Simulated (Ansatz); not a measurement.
# Dielectric response of KCl (001) films, part 2 of 3

How well do thin rocksalt KCl (001) films screen a perpendicular field?

Ansatz 0.2.0; plane-wave DFT, PBE, Ansatz PAW (the session's first sound run).

So far. Step 14 (Response with the atoms held, 10 atoms, units 5): The induced dipole is that of a conductor 9.22 Å thick. Step 15 (Relaxing in the field, 10 atoms, units 5, field 0.05 …): The dipole is 0.0783 e·Å, and the gap on the mesh 4.925 eV.

### Step 16. Relaxing in the field, 10 atoms, units 5, field -0.05 V/Å

input.yaml reads:

```yaml
crystal:
  lattice:
    - [4.44770165, 0.0, 0.0]
    - [0.0, 4.44770165, 0.0]
    - [0.0, 0.0, 30.58]
  atoms:
    - { symbol: K, position: [0.5, 0.5, 0.2916627946] }
    - { symbol: Cl, position: [0.0, 0.0, 0.2901700984] }
    - { symbol: K, position: [0.0, 0.0, 0.3948794946] }
    - { symbol: Cl, position: [0.5, 0.5, 0.3952329066] }
    - { symbol: K, position: [0.5, 0.5, 0.4999999955] }
    - { symbol: Cl, position: [0.0, 0.0, 0.5000000019] }
    - { symbol: K, position: [0.0, 0.0, 0.6051204965] }
    - { symbol: Cl, position: [0.5, 0.5, 0.6047671019] }
    - { symbol: K, position: [0.5, 0.5, 0.7083372021] }
    - { symbol: Cl, position: [0.0, 0.0, 0.7098299077] }
kpoints:
  mp_grid: { grid: [6, 6, 1] }
hamiltonian:
  xc: pbe
scf:
  occupations: { method: fixed }
  convergence: { dr2_threshold: 1.0e-10 }
efield:
  axis: 3
  dipole_correction: true
  ramp_position: 0.97
  ramp_width: 0.06
  amplitude: -0.05
relax:
  f_tol: 0.0006
  max_steps: 70
output:
  write_potential: true
  write_density: true
  volumetric_format: npy
```

On the command line:

```sh
$ ansatz run input.yaml --threads 8 --pin off --max-ram 12288MiB --backend cpu --events-out ev --progress --plain --runs-dir out
```

The job ended after 9.8 s (8 threads of Arm Neoverse V2, shared host; peak memory 1.4 GiB; 72 s of CPU time).

The steps of the relaxation:

```csv
step,energy less that of the first step (eV),largest force component (eV/Å)
1,0.0000,0.0254
2,-0.0007,0.0064
3,-0.0007,0.0007
4,-0.0007,0.0001
```

Forces are held to the 8 operations that the program found; a distortion that breaks them can't arise in this run.

Final coordinates:

```cif
data_structure
_symmetry_space_group_name_H-M 'P 1'
_symmetry_Int_Tables_number 1
_cell_length_a 4.4477
_cell_length_b 4.4477
_cell_length_c 30.5800
_cell_angle_alpha 90.000
_cell_angle_beta 90.000
_cell_angle_gamma 90.000
_cell_volume 604.94
loop_
_atom_site_label
_atom_site_type_symbol
_atom_site_fract_x
_atom_site_fract_y
_atom_site_fract_z
_atom_site_occupancy
K1 K 0.50000 0.50000 0.29139 1
Cl2 Cl 0.00000 0.00000 0.29043 1
K3 K 0.00000 0.00000 0.39475 1
Cl4 Cl 0.50000 0.50000 0.39532 1
K5 K 0.50000 0.50000 0.49981 1
Cl6 Cl 0.00000 0.00000 0.50018 1
K7 K 0.00000 0.00000 0.60499 1
Cl8 Cl 0.50000 0.50000 0.60489 1
K9 K 0.50000 0.50000 0.70810 1
Cl10 Cl 0.00000 0.00000 0.71013 1
```

The relaxation took 4 steps and lowered the energy by 7.0e-4 eV; the largest force on the free atoms ends at 1.2e-4 eV/Å.

The dipole is -0.0783 e·Å, and the gap on the mesh 4.925 eV.

### Step 17. Response with the atoms relaxed, 10 atoms, units 5

This step: plane-wave DFT, PBE, Ansatz PAW; response to a field along the normal, atoms relaxed (Ansatz 0.2.0).

Local field over the applied field, running mean. From the potentials at -0.05 and 0.05 V/Å; running mean over 3.145 Å, taken twice. The local field over applied field by z:

z (Å), local field over applied field and a bar:
```
        4      0.989 ##############################
        5      0.952 #############################
        6      0.810 ########################
        7      0.570 ################
        8      0.292 #######
        9      0.140 ##
       10      0.074 
       11      0.137 ##
       12      0.160 ###
       13      0.200 ####
       14      0.171 ###
       15      0.163 ###
       16      0.159 ###
       17      0.186 ####
       18      0.192 ####
       19      0.150 ###
       20      0.110 #
       21      0.070 
       22      0.201 ####
       23      0.397 ###########
       24      0.690 ####################
       25      0.876 ##########################
       26      0.982 ##############################
```

The induced dipole is that of a conductor 14.32 Å thick.

### Step 18. Relaxing the film, 16 atoms, units 8

This step: plane-wave DFT, PBE, Ansatz PAW (Ansatz 0.2.0).

System of this step: KCl (001), 8 units. The cell holds 16 atoms: 8 K and 8 Cl. Cell: a = 4.448 Å, b = 4.448 Å, c = 40.015 Å, α = 90.0°, β = 90.0°, γ = 90.0°. It derives from KCl (rocksalt KCl). Vacuum lies along c.

input.yaml reads:

```yaml
crystal:
  lattice:
    - [4.44770165, 0.0, 0.0]
    - [0.0, 4.44770165, 0.0]
    - [0.0, 0.0, 40.015]
  atoms:
    - { symbol: K, position: [0.5, 0.5, 0.2249156566] }
    - { symbol: Cl, position: [0.0, 0.0, 0.2249156566] }
    - { symbol: K, position: [0.0, 0.0, 0.3035111833] }
    - { symbol: Cl, position: [0.5, 0.5, 0.3035111833] }
    - { symbol: K, position: [0.5, 0.5, 0.38210671] }
    - { symbol: Cl, position: [0.0, 0.0, 0.38210671] }
    - { symbol: K, position: [0.0, 0.0, 0.4607022367] }
    - { symbol: Cl, position: [0.5, 0.5, 0.4607022367] }
    - { symbol: K, position: [0.5, 0.5, 0.5392977633] }
    - { symbol: Cl, position: [0.0, 0.0, 0.5392977633] }
    - { symbol: K, position: [0.0, 0.0, 0.61789329] }
    - { symbol: Cl, position: [0.5, 0.5, 0.61789329] }
    - { symbol: K, position: [0.5, 0.5, 0.6964888167] }
    - { symbol: Cl, position: [0.0, 0.0, 0.6964888167] }
    - { symbol: K, position: [0.0, 0.0, 0.7750843434] }
    - { symbol: Cl, position: [0.5, 0.5, 0.7750843434] }
kpoints:
  mp_grid: { grid: [6, 6, 1] }
hamiltonian:
  xc: pbe
scf:
  occupations: { method: fixed }
  convergence: { dr2_threshold: 1.0e-09 }
efield:
  axis: 3
  dipole_correction: true
  ramp_position: 0.97
  ramp_width: 0.06
relax:
  f_tol: 0.003
  max_steps: 100
output:
  write_potential: true
  write_density: true
  volumetric_format: npy
```

Wall time 27 s (8 threads); peak memory 2.4 GiB.

Step by step:

```csv
step,energy less that of the first step (eV),largest force component (eV/Å)
1,0.0000,0.0849
2,-0.0135,0.0199
3,-0.0193,0.0040
4,-0.0194,0.0026
5,-0.0194,0.0006
```

The run keeps the 8 symmetry operations that the program found, so distortions that break them were not tested.

The atoms that moved most (Å):

```csv
atom,dx,dy,dz,length
Cl16,0.000,0.000,0.222,0.222
Cl2,0.000,0.000,-0.222,0.222
K15,0.000,0.000,0.176,0.176
K1,0.000,0.000,-0.176,0.176
K13,0.000,0.000,0.164,0.164
K3,0.000,0.000,-0.164,0.164
Cl14,0.000,0.000,0.153,0.153
Cl4,0.000,0.000,-0.153,0.153
```

Running mean over 3.145 Å of the planar mean; the ramp of the sawtooth is left out. The electron's electrostatic potential energy less the highest filled level by z:

```csv
z (Å),electron's electrostatic potential energy less the highest filled level (eV)
4,6.23
6,6.15
8,1.79
10,1.57
12,1.46
14,1.64
16,1.52
18,1.48
20,1.69
22,1.47
24,1.52
26,1.63
28,1.46
30,1.57
32,1.77
34,6.14
36,6.23
```

The relaxation took 5 steps and lowered the energy by 0.019 eV; the largest force on the free atoms ends at 6.4e-4 eV/Å.

The gap is 5.01 eV, with the valence edge 6.23 eV and the conduction edge 1.22 eV under the upper vacuum level.

### Step 19. Side by side

Times are for 8 threads of Arm Neoverse V2, shared host. The series side by side:

```csv
no.,units,gap by band count (eV),"ionisation energy, upper face (eV)","electron affinity, upper face (eV)",time,memory (GiB)
1,3,4.952,6.212,1.260,4.5 s,0.91
2,5,4.992,6.228,1.237,9.8 s,1.4
3,8,5.010,6.231,1.221,27 s,2.4
```

The runs together. Valence density, planar mean against z:

```csv
z (Å),3 (e/Å³),5 (e/Å³),8 (e/Å³)
5.0,1.4e-5,1.6e-5,2.1e-5
5.5,5.6e-5,6.7e-5,8.8e-5
6.0,2.3e-4,2.8e-4,3.6e-4
6.5,9.5e-4,0.00115,0.00152
7.0,0.00410,0.00508,0.00682
7.5,0.0200,0.0252,0.0338
8.0,0.107,0.133,0.181
8.5,0.425,0.467,0.519
9.0,0.596,0.590,0.572
9.5,0.368,0.319,0.250
10.0,0.0813,0.0687,0.0516
10.5,0.0265,0.0268,0.0278
11.0,0.0601,0.0745,0.101
11.5,0.283,0.333,0.406
12.0,0.583,0.592,0.597
12.5,0.497,0.451,0.383
13.0,0.152,0.126,0.0931
13.5,0.0339,0.0303,0.0263
14.0,0.0359,0.0402,0.0523
14.5,0.164,0.187,0.249
15.0,0.518,0.531,0.568
15.5,0.573,0.562,0.524
16.0,0.264,0.240,0.182
16.5,0.0522,0.0502,0.0385
17.0,0.00997,0.0268,0.0310
17.5,0.00222,0.0954,0.133
18.0,5.2e-4,0.395,0.465
18.5,1.3e-4,0.594,0.588
19.0,3.1e-5,0.396,0.321
19.5,7.6e-6,0.0964,0.0702
20.0,1.9e-6,0.0275,0.0260
20.5,0,0.0528,0.0673
21.0,0,0.260,0.310
21.5,0,0.572,0.584
22.0,0,0.511,0.475
22.5,0,0.172,0.137
23.0,0,0.0321,0.0326
23.5,0,0.00644,0.0378
24.0,0,0.00146,0.170
```

### Step 20. Single point on the relaxed film, 16 atoms, units 8

input.yaml reads:

```yaml
crystal:
  lattice:
    - [4.44770165, 0.0, 0.0]
    - [0.0, 4.44770165, 0.0]
    - [0.0, 0.0, 40.015]
  atoms:
    - { symbol: K, position: [0.5, 0.5, 0.2205269892] }
    - { symbol: Cl, position: [0.0, 0.0, 0.2193781066] }
    - { symbol: K, position: [0.0, 0.0, 0.2994189647] }
    - { symbol: Cl, position: [0.5, 0.5, 0.2996950286] }
    - { symbol: K, position: [0.5, 0.5, 0.3798062371] }
    - { symbol: Cl, position: [0.0, 0.0, 0.3797348227] }
    - { symbol: K, position: [0.0, 0.0, 0.4599102765] }
    - { symbol: Cl, position: [0.5, 0.5, 0.4599296026] }
    - { symbol: K, position: [0.5, 0.5, 0.5400897216] }
    - { symbol: Cl, position: [0.0, 0.0, 0.5400703749] }
    - { symbol: K, position: [0.0, 0.0, 0.620193765] }
    - { symbol: Cl, position: [0.5, 0.5, 0.6202651672] }
    - { symbol: K, position: [0.5, 0.5, 0.7005810445] }
    - { symbol: Cl, position: [0.0, 0.0, 0.7003049751] }
    - { symbol: K, position: [0.0, 0.0, 0.7794730206] }
    - { symbol: Cl, position: [0.5, 0.5, 0.7806219031] }
kpoints:
  mp_grid: { grid: [6, 6, 1] }
hamiltonian:
  xc: pbe
scf:
  occupations: { method: fixed }
  convergence: { dr2_threshold: 1.0e-09 }
efield:
  axis: 3
  dipole_correction: true
  ramp_position: 0.97
  ramp_width: 0.06
output:
  eigenvalues: true
  dos: { projected: true, e_range: [-7, 7] }
  write_potential: true
  write_density: true
  volumetric_format: npy
checkpoint:
  write: end8.run
  compress: false
  write_wavefunctions: false
```

Elapsed: 9.5 s, on 8 threads; peak memory 2.4 GiB.

Running mean over 3.145 Å of the planar mean; the ramp of the sawtooth is left out. Table of electron's electrostatic potential energy less the highest filled level by z:

```csv
z (Å),electron's electrostatic potential energy less the highest filled level (eV)
4,6.23
6,6.15
8,1.79
10,1.57
12,1.46
14,1.64
16,1.52
18,1.48
20,1.69
22,1.47
24,1.52
26,1.63
28,1.46
30,1.57
32,1.77
34,6.14
36,6.23
```

The gap is 5.01 eV, with the valence edge 6.23 eV and the conduction edge 1.22 eV under the upper vacuum level.

### Step 21. Single point, 16 atoms, units 8, field 0.05 V/Å

input.yaml, as its differences from that of step 20:

```diff
@@ -28,3 +28,3 @@
   occupations: { method: fixed }
-  convergence: { dr2_threshold: 1.0e-09 }
+  convergence: { dr2_threshold: 1.0e-10 }
 efield:
@@ -34,5 +34,4 @@
   ramp_width: 0.06
+  amplitude: 0.05
 output:
-  eigenvalues: true
-  dos: { projected: true, e_range: [-7, 7] }
   write_potential: true
@@ -40,5 +39 @@
   volumetric_format: npy
-checkpoint:
-  write: end8.run
-  compress: false
-  write_wavefunctions: false
```

Run time: 11 s. Hardware: 8 threads; peak memory 2.4 GiB; 80 s of CPU time.

The dipole is 0.0801 e·Å, and the gap on the mesh 4.553 eV.

### Step 22. Atoms held, 16 atoms, units 8, field -0.05 V/Å

input.yaml, as its differences from that of step 21:

```diff
@@ -34,3 +34,3 @@
   ramp_width: 0.06
-  amplitude: 0.05
+  amplitude: -0.05
 output:
```

It took 11 s on 8 threads; peak memory 2.4 GiB; 79 s of CPU time.

The dipole is -0.0801 e·Å, and the gap on the mesh 4.553 eV.

### Step 23. Response with the atoms held, 16 atoms, units 8

This step: plane-wave DFT, PBE, Ansatz PAW; response to a field along the normal, atoms held (Ansatz 0.2.0).

Local field over the applied field, running mean. From the potentials at -0.05 and 0.05 V/Å; running mean over 3.145 Å, taken twice. The local field over applied field by z:

z (Å), local field over applied field and a bar from the least value:
```
        4      0.929 ############################
        5      0.972 ##############################
        6      0.886 #########################
        7      0.733 #################
        8      0.570 ########
        9      0.463 ##
       10      0.430 
       11      0.429 
       12      0.433 
       13      0.435 
       14      0.436 
       15      0.435 
       16      0.435 
       17      0.435 
       18      0.435 
       19      0.435 
       20      0.435 
       21      0.435 
       22      0.435 
       23      0.435 
       24      0.435 
       25      0.435 
       26      0.436 
       27      0.435 
       28      0.433 
       29      0.429 
       30      0.430 
       31      0.462 ##
       32      0.568 ########
       33      0.730 #################
       34      0.884 #########################
       35      0.971 ##############################
```

The induced dipole is that of a conductor 14.66 Å thick.

### Step 24. Relaxing in the field, 16 atoms, units 8, field 0.05 V/Å

This step: plane-wave DFT, PBE, Ansatz PAW (Ansatz 0.2.0).

input.yaml, as its differences from that of step 22:

```diff
@@ -34,3 +34,6 @@
   ramp_width: 0.06
-  amplitude: -0.05
+  amplitude: 0.05
+relax:
+  f_tol: 0.0006
+  max_steps: 70
 output:
```

Wall time 24 s (8 threads); peak memory 2.4 GiB; 3 min of CPU time.

The relaxation took 4 steps and lowered the energy by 0.0011 eV; the largest force on the free atoms ends at 1.2e-4 eV/Å.

The dipole is 0.122 e·Å, and the gap on the mesh 4.858 eV.

### Step 25. Field on, atoms free, 16 atoms, units 8, field -0.05 V/Å

input.yaml, as its differences from that of step 24:

```diff
@@ -34,3 +34,3 @@
   ramp_width: 0.06
-  amplitude: 0.05
+  amplitude: -0.05
 relax:
```

Wall time 24 s (8 threads); peak memory 2.4 GiB; 3 min of CPU time.

The relaxation took 4 steps and lowered the energy by 0.0011 eV; the largest force on the free atoms ends at 1.2e-4 eV/Å.

The dipole is -0.122 e·Å, and the gap on the mesh 4.858 eV.

### Step 26. Response with the atoms relaxed, 16 atoms, units 8

This step: plane-wave DFT, PBE, Ansatz PAW; response to a field along the normal, atoms relaxed (Ansatz 0.2.0).

Local field over the applied field, running mean. From the potentials at -0.05 and 0.05 V/Å; running mean over 3.145 Å, taken twice. Table of local field over applied field by z:

```csv
z (Å),local field over applied field
4,0.948
5,0.941
6,0.794
7,0.543
8,0.275
9,0.128
10,0.0773
11,0.138
12,0.165
13,0.202
14,0.179
15,0.167
16,0.153
17,0.158
18,0.163
19,0.168
20,0.170
21,0.168
22,0.163
23,0.158
24,0.153
25,0.167
26,0.179
27,0.202
28,0.165
29,0.139
30,0.0781
31,0.125
32,0.272
33,0.538
34,0.791
35,0.939
```

The induced dipole is that of a conductor 22.35 Å thick.

### Step 27. Electronic ε from the series

This step: plane-wave DFT, PBE, Ansatz PAW; permittivity from the thickness series, atoms held (Ansatz 0.2.0).

Each added layer adds t(1 − 1/ε) to the dipole term, so the slope against thickness gives ε without a choice of where the film ends.

This step gave:

```yaml
slope: 0.5646
intercept_of_the_fit: 1.978 Å
eps_of_the_interior: 2.297
```

Equivalent conductor thickness against distance between the outer atoms:

```csv
distance between the outer atoms (Å),equivalent conductor thickness (Å)
6.42,5.60
12.83,9.22
22.46,14.7
```

By hand, from the thinnest and the thickest film: slope = (14.659 − 5.601) / (22.458 − 6.416) = 0.565, so ε = 1/(1 − 0.565) = 2.30.

### Step 28. Static ε from the series

This step: plane-wave DFT, PBE, Ansatz PAW; permittivity from the thickness series, atoms relaxed (Ansatz 0.2.0).

The same fit for the relaxed films. The nearer its slope lies to 1, the more ε hangs on small errors.

This step gave:

```yaml
slope: 0.8309
intercept_of_the_fit: 3.685 Å
eps_of_the_interior: 5.914
```

The equivalent conductor thickness by distance between the outer atoms:

```csv
distance between the outer atoms (Å),equivalent conductor thickness (Å)
6.42,9.03
12.83,14.3
22.46,22.4
```

By hand, from the thinnest and the thickest film: slope = (22.355 − 9.031) / (22.457 − 6.417) = 0.831, so ε = 1/(1 − 0.831) = 5.91. One nm of such a film has the capacitance of 3.9/5.91 = 0.66 nm of SiO₂ (its equivalent oxide thickness).

### Step 29. The bulk crystal

This step: plane-wave DFT, PBE, Ansatz PAW (Ansatz 0.2.0).

System of this step: rocksalt KCl. It takes space group Fm-3m (No. 225, cubic). Conventional cell: a = 6.290 Å, b = 6.290 Å, c = 6.290 Å, α = 90.00°, β = 90.00°, γ = 90.00°. K has 6 Cl at 3.15 Å nearest. Cl has 6 K at 3.15 Å nearest. Farther neighbours, and contacts between anions beyond the nearest, are not listed.

Band edges are better read in the bulk than in a thin slab, where confinement and surface states shift them. The bulk run gives them against its mean potential.

input.yaml reads:

```yaml
crystal:
  lattice:
    - [0.0, 3.145, 3.145]
    - [3.145, 0.0, 3.145]
    - [3.145, 3.145, 0.0]
  atoms:
    - { symbol: K, position: [0.0, 0.0, 0.0] }
    - { symbol: Cl, position: [0.5, 0.5, 0.5] }
kpoints:
  mp_grid: { grid: [8, 8, 8] }
  band_path: { path: [VBM, CBM], npoints: 1 }
hamiltonian:
  xc: pbe
scf:
  occupations: { method: fixed }
  convergence: { dr2_threshold: 1.0e-09 }
output:
  eigenvalues: true
checkpoint:
  write: bulk.run
  compress: false
  write_wavefunctions: false
```

It took 0.46 s on 8 threads; peak memory 0.31 GiB; 2 s of CPU time.

This step gave:

| Property | Result |
| --- | --- |
| gap on the k-mesh | 5.194 eV |
| gap along the path | 5.194 eV |
| smallest direct gap along the path | 5.194 eV |
| gap, the smaller of path and mesh | 5.194 eV |

The gap is 5.19 eV.

(Part 2 of 3 ends here.)

[Long decimals in the printed logs are rounded to 6 places.]

[Logs are printed without paths, hosts, clocks, repeated set-up lines and the standing remarks that a program may print on its own settings, such as how far it seeks lower states.]

[Hosts, paths, dates, database ids (printed as entryN), source tags and the programs' standing remarks are cut or masked in the printed files.]

[Maps of the electrostatic potential energy from Ansatz leave out the sawtooth potential of an applied field or a dipole correction, so their vacuum need not be flat; planar profiles and work functions include it.]
